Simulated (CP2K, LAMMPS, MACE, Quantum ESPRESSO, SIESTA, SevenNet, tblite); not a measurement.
# Pressure against volume in amorphous Ge (61 atoms), CP2K double zeta, RPBE

Density of this cell: 5.32 g/cm³. The cell holds 61 atoms: 61 Ge. Cell: a = 11.144 Å, b = 11.144 Å, c = 11.144 Å, α = 90.0°, β = 90.0°, γ = 90.0°. 61 atoms (61 Ge) placed at random at 5.32 g/cm³, melted at 3500 K for 10 ps at fixed volume with the Tersoff potential (Tersoff, Phys. Rev. B 39, 5566 (1989)). Quenched from 3500 K to 300 K at 3 K/ps and fixed volume, annealed at 1000 K for 20 ps, held 5 ps, then minimised at fixed cell. Then the atoms were relaxed with MACE MPA-0 medium in the fixed cell.

Calculated with CP2K 2026.2: RPBE; DZVP-UZH, GTH-PBE potentials, 350 Ry; k-points Γ. The unchanged cell has V0 = 22.687 Å³ an atom and P0 = 4.815 GPa. It is scaled evenly, and MACE MPA-0 medium relaxes the atoms at each volume before the single point.

| volume (Å³/atom) | pressure (GPa) |
| --- | --- |
| 21.326 | 9.229 |
| 22.007 | 6.884 |
| 23.368 | ? |
| 24.048 | 1.504 |

Task: Fit a second-order expansion in ln V to the rows given and interpolate to the withheld row.

**Working.**

To second order in u = ln(V/V0), P = P0 − B u + ½ B B′ u², with B the bulk modulus at V0 and B′ its pressure derivative. So v = (P − P0)/u is a line in u, with intercept −B and slope ½ B B′.

```
         u   v (GPa)
-0.0618754  -71.3418
-0.0304592  -67.9400
 0.0582689  -56.8193
```

With n = 3: mean u = -0.0113552, mean v = -65.3670, Σ(u − ū)² = 0.0077648, Σ(u − ū)(v − v̄) = 0.94613. Slope b = 0.94613 / 0.0077648 = 121.85; intercept a = v̄ − b ū = -63.983.

So B = 64.0 GPa and B′ = 2b/B = 3.8. At the withheld volume u = 0.02956, v = a + b u = -60.38 GPa, and P = P0 + u v.

Prediction at 23.368: 3.030 GPa. The run gave 3.006 GPa, so the fit is high by 0.024 GPa (0.80 % of the value).

B′ = 3.8 rests on three points. Among the rows given, the largest miss of the fit is at 21.326, by 0.011 GPa (0.15 % of the range of the table).

Limits: Static cells at zero temperature, with the cell shape held. The atoms follow MACE MPA-0 medium, not this level's own minimum.

[Logs are printed without paths, hosts, clocks, repeated set-up lines and the standing remarks that a program may print on its own settings, such as how far it seeks lower states.]

[Hosts, paths, dates, database ids (printed as entryN), source tags and the programs' standing remarks are cut or masked in the printed files.]
